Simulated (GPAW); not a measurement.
# A GW chain in GPAW: MgS (F-43m)

Aim: the G0W0 gap of MgS (F-43m) on LDA, step by step.

Method: LDA and many-body steps on it, plane waves, in GPAW 26.7.0.

Most raw output is cut from this account.

## (1) Starting point

Symmetry: F-43m, No. 216, cubic system. Conventional cell: a = 5.666 Å, b = 5.666 Å, c = 5.666 Å, α = 90.00°, β = 90.00°, γ = 90.00°. Nearest to Mg lie 4 S at 2.45 Å. S has 4 Mg at 2.45 Å nearest. Farther neighbours and most contacts between anions are not listed.

The cell and positions are those that the Materials Project relaxed with its own functionals (PBE, PBE+U or r2SCAN), kept fixed. This is not the form that MgS usually takes at ambient conditions.

## (2) Ground state

This step: GPAW 26.7.0; DFT, LDA, plane waves, PAW.

The ground-state density comes first.

Input file run.py:

```python
import json
import numpy as np
from gpaw.mpi import world
from ase import Atoms
from gpaw import GPAW, PW, FermiDirac

atoms = Atoms(['Mg', 'S'],
    cell=[[0.0000000000, 2.8331200468, 2.8331200468],
      [2.8331200468, 0.0000000000, 2.8331200468],
      [2.8331200468, 2.8331200468, 0.0000000000]],
    scaled_positions=[[0.0000000000, 0.0000000000, 0.0000000000],
      [0.7500000000, 0.7500000000, 0.7500000000]],
    pbc=(True, True, True))
calc = GPAW(mode=PW(450),
    xc='LDA',
    kpts={'size': (8, 8, 8), 'gamma': True},
    occupations=FermiDirac(0.001),
    nbands=-7,
    convergence={'density': 1e-6, 'bands': -3},
    maxiter=100,
    txt='gs.txt')
atoms.calc = calc
res = {'energy': atoms.get_potential_energy()}
kpts = calc.get_ibz_k_points()
res['kpts'] = kpts
res['eigenvalues'] = [calc.get_eigenvalues(kpt=k) for k in range(len(kpts))]
res['n_electrons'] = calc.get_number_of_electrons()
calc.write('gs.gpw')

if world.rank == 0:
    with open('result.json', 'w') as f:
        json.dump(res, f, default=lambda x: x.tolist())
```

Launch:

```
mpirun -n 4 gpaw python run.py
```

Wall time 4.4 s (4 MPI ranks of Arm Neoverse V1, shared host); peak memory 0.59 GiB.

Numbers from this step:

```
total energy               : -9.410 eV
gap                        : 3.176 eV
k of the valence top       : 0, 0, 0
k of the conduction bottom : 0, 0, 0
least direct gap           : 3.176 eV
```

The gap is direct, at Γ.

## (3) Bands along the symmetry lines

Levels along a band path, at the cheap level, show where the edges lie and whether the meshes to come will hold them.

Input file run.py:

```python
import json
import numpy as np
from gpaw.mpi import world
from gpaw import GPAW

path = [[0.000000, 0.000000, 0.000000],
    [-0.062500, -0.062500, 0.000000],
    [-0.125000, -0.125000, 0.000000],
    [-0.187500, -0.187500, 0.000000],
    [-0.250000, -0.250000, 0.000000],
    [-0.312500, -0.312500, 0.000000],
    [-0.375000, -0.375000, 0.000000],
    [-0.437500, -0.437500, 0.000000],
    [-0.500000, -0.500000, 0.000000],
    [-0.484375, -0.484375, 0.031250],
    [-0.468750, -0.468750, 0.062500],
    [-0.453125, -0.453125, 0.093750],
    [-0.437500, -0.437500, 0.125000],
    [-0.421875, -0.421875, 0.156250],
    [-0.406250, -0.406250, 0.187500],
    [-0.390625, -0.390625, 0.218750],
    [-0.375000, -0.375000, 0.250000],
    [-0.375000, 0.000000, 0.375000],
    [-0.328125, 0.000000, 0.328125],
    [-0.281250, 0.000000, 0.281250],
    [-0.234375, 0.000000, 0.234375],
    [-0.187500, 0.000000, 0.187500],
    [-0.140625, 0.000000, 0.140625],
    [-0.093750, 0.000000, 0.093750],
    [-0.046875, 0.000000, 0.046875],
    [0.000000, 0.000000, 0.000000],
    [0.000000, 0.000000, 0.062500],
    [0.000000, 0.000000, 0.125000],
    [0.000000, 0.000000, 0.187500],
    [0.000000, 0.000000, 0.250000],
    [0.000000, 0.000000, 0.312500],
    [0.000000, 0.000000, 0.375000],
    [0.000000, 0.000000, 0.437500],
    [0.000000, 0.000000, 0.500000],
    [-0.062500, -0.031250, 0.468750],
    [-0.125000, -0.062500, 0.437500],
    [-0.187500, -0.093750, 0.406250],
    [-0.250000, -0.125000, 0.375000],
    [-0.312500, -0.156250, 0.343750],
    [-0.375000, -0.187500, 0.312500],
    [-0.437500, -0.218750, 0.281250],
    [-0.500000, -0.250000, 0.250000],
    [-0.500000, -0.281250, 0.218750],
    [-0.500000, -0.312500, 0.187500],
    [-0.500000, -0.343750, 0.156250],
    [-0.500000, -0.375000, 0.125000],
    [-0.500000, -0.406250, 0.093750],
    [-0.500000, -0.437500, 0.062500],
    [-0.500000, -0.468750, 0.031250],
    [-0.500000, -0.500000, 0.000000]]
calc = GPAW('gs.gpw').fixed_density(kpts=path,
    symmetry='off',
    nbands=18,
    convergence={'bands': 14},
    txt='bands.txt')
res = {}
kpts = calc.get_ibz_k_points()
res['kpts'] = kpts
res['eigenvalues'] = [calc.get_eigenvalues(kpt=k) for k in range(len(kpts))]
res['n_electrons'] = calc.get_number_of_electrons()

if world.rank == 0:
    with open('result.json', 'w') as f:
        json.dump(res, f, default=lambda x: x.tolist())
```

Launch:

```
mpirun -n 4 gpaw python run.py
```

Wall time 5.5 s (4 MPI ranks); peak memory 0.62 GiB.

This step gave:

```yaml
gap: 3.176 eV
k_of_the_valence_top: 0, 0, 0
k_of_the_conduction_bottom: 0, 0, 0
least_direct_gap: 3.176 eV
```

The gap is 3.176 eV, as in the run before at this level.

Electronic bands along the path, in eV, zero at the top of the highest filled band; v1 is the highest filled band, c1 the lowest empty one:

```
    point      v4     v3     v2     v1    c1    c2     c3     c4
        Γ  -11.24   0.00   0.00   0.00  3.18  7.74   7.74   7.74
  halfway  -10.82  -1.80  -0.58  -0.58  4.94  6.30   8.19   9.26
        X  -10.32  -2.88  -1.05  -1.05  3.66  5.42  10.87  12.00
  halfway  -10.32  -2.78  -1.37  -0.99  3.99  5.81  10.33  11.13
        U  -10.33  -2.54  -1.92  -0.83  4.62  6.77   9.34   9.95
jump to K  -10.33  -2.54  -1.92  -0.83  4.62  6.77   9.34   9.95
  halfway  -10.79  -2.08  -0.88  -0.16  5.59  7.05   7.54   8.36
        Γ  -11.24   0.00   0.00   0.00  3.18  7.74   7.74   7.74
  halfway  -10.92  -1.91  -0.18  -0.18  4.72  7.57   7.96   7.96
        L  -10.55  -3.20  -0.33  -0.33  4.86  7.44   7.44   8.36
  halfway  -10.43  -2.84  -1.33  -0.66  5.85  6.26   8.52   8.66
        W  -10.31  -2.35  -1.87  -1.36  5.34  7.72   7.97   8.30
  halfway  -10.32  -2.69  -1.39  -1.22  4.35  6.14   9.80   9.95
        X  -10.32  -2.88  -1.05  -1.05  3.66  5.42  10.87  12.00
```

## (4) Empty states on the mesh, 4×4×4 mesh, 154 bands

The sums over transitions need many empty states on a uniform mesh; this step solves for them.

Input file run.py:

```python
import json
import numpy as np
from gpaw.mpi import world
from gpaw import GPAW

calc = GPAW('gs.gpw').fixed_density(kpts={'size': (4, 4, 4), 'gamma': True},
    parallel={'domain': 1, 'band': 1},
    txt='nscf.txt')
calc.diagonalize_full_hamiltonian(nbands=154)
calc.write('full.gpw', mode='all')
res = {}
kpts = calc.get_ibz_k_points()
res['kpts'] = kpts
res['eigenvalues'] = [calc.get_eigenvalues(kpt=k) for k in range(len(kpts))]
res['n_electrons'] = calc.get_number_of_electrons()

if world.rank == 0:
    with open('result.json', 'w') as f:
        json.dump(res, f, default=lambda x: x.tolist())
```

Launch:

```
mpirun -n 4 gpaw python run.py
```

Elapsed: 5.6 s, on 4 MPI ranks; peak memory 0.83 GiB.

Numbers from this step:

```yaml
gap: 3.176 eV
k_of_the_valence_top: 0, 0, 0
k_of_the_conduction_bottom: 0, 0, 0
least_direct_gap: 3.176 eV
k_points_computed: 8
lowest_point_of_the_top_converged_band_above_the_valence_top: 118.9443 eV
```

On this mesh the gap is 3.176 eV.

## (5) Screening and self-energy, 4×4×4 mesh, 144 bands, screening to 125 eV

Now the one-shot GW correction: screening in the RPA, then the self-energy of the levels asked for.

This step: G0W0 on LDA, plane waves, PAW.

Input file run.py:

```python
import json
import numpy as np
from gpaw.mpi import world
from gpaw.response.g0w0 import G0W0

gw = G0W0('full.gpw',
    filename='gw',
    kpts=[0],
    bands=(6, 10),
    ecut=125,
    nbands=144,
    integrate_gamma='WS',
    ppa=True)
gw.calculate()
res = {mode: {k: v for k, v in r.items() if k != 'sigma_eskwn'}
       for mode, r in gw.all_results.items()}

if world.rank == 0:
    with open('result.json', 'w') as f:
        json.dump(res, f, default=lambda x: x.tolist())
```

Launch:

```
mpirun -n 4 gpaw python run.py
```

The job ended after 17 s (4 MPI ranks; peak memory 0.99 GiB).

Numbers from this step:

```yaml
g0w0_gap_on_the_points_computed: 4.896 eV
least_direct_g0w0_gap_on_the_computed_points: 4.896 eV
z_at_the_valence_top: 0.7828
z_at_the_conduction_bottom: 0.8201
starting_gap_on_the_mesh: 3.176 eV
k_of_the_valence_top: 0, 0, 0
k_of_the_conduction_bottom: 0, 0, 0
```

The gap on the mesh goes from 3.18 eV to 4.90 eV, a correction of +1.72 eV.

Limits: finite bands, cutoff and mesh; coarse k mesh. v1 is the top filled band, c1 the lowest empty one. Levels before and after the correction, in eV, zero at the valence-band top of each column:

```
           conduction bottom  valence top
Kohn-Sham               3.18         0.00
     G0W0               4.90         0.00
```

```
             level  energy (eV)
Kohn-Sham  Γ v2-v1        0.000
Kohn-Sham     Γ c1        3.176
Kohn-Sham     Γ c2        7.740
     G0W0  Γ v2-v1        0.000
     G0W0     Γ c1        4.896
     G0W0     Γ c2        9.795
```

## (6) Where the time went

Times are wall times on 4 MPI ranks of Arm Neoverse V1, shared host, good to a factor of about two.

```
                          step   time  share  memory (GiB)
                  ground state  4.4 s   13 %          0.59
bands along the symmetry lines  5.5 s   17 %          0.62
      empty states on the mesh  5.6 s   17 %          0.83
     screening and self-energy   17 s   53 %          0.99
```

## (7) Results

| Item | Value |
| --- | --- |
| LDA gap | 3.18 eV, direct |
| G0W0 gap on the mesh | 4.90 eV |
| GW settings | 4×4×4 mesh, 144 bands, screening to 125 eV, Godby-Needs plasmon pole |
| known limits | not at the basis limit; coarse k mesh |

G0W0 moves the gap on the mesh from 3.18 eV to 4.90 eV (+1.72 eV), with Z of 0.78 and 0.82 at the edges. Only 1 of the mesh's irreducible points was corrected, so a valley elsewhere could overtake. The dearest step here is «screening and self-energy». Bands and cutoff are finite, so the gap is not at the basis limit. The miss can reach some tenths of an eV and take either sign; the mesh is an error of its own. These stock PAW sets were not made for GW. In the G0W0 run levels were corrected at 1 k point alone, so a gap called «on the mesh» is the least over those, and an edge elsewhere would be missed. The 4×4×4 mesh is coarse for this cell, which bears on the long-range parts of exchange and screening.

[Paths, hosts, dates, memory and timing lines, banners, echoed tables and standing remarks are left out of the program output.]

[Logs are printed without paths, hosts, clocks, repeated set-up lines and the standing remarks that a program may print on its own settings, such as how far it seeks lower states.]

[Runs of the session that timed out or met a known fault of the program may be left out.]

[Hosts, paths, dates, database ids (printed as entryN), source tags and the programs' standing remarks are cut or masked in the printed files.]
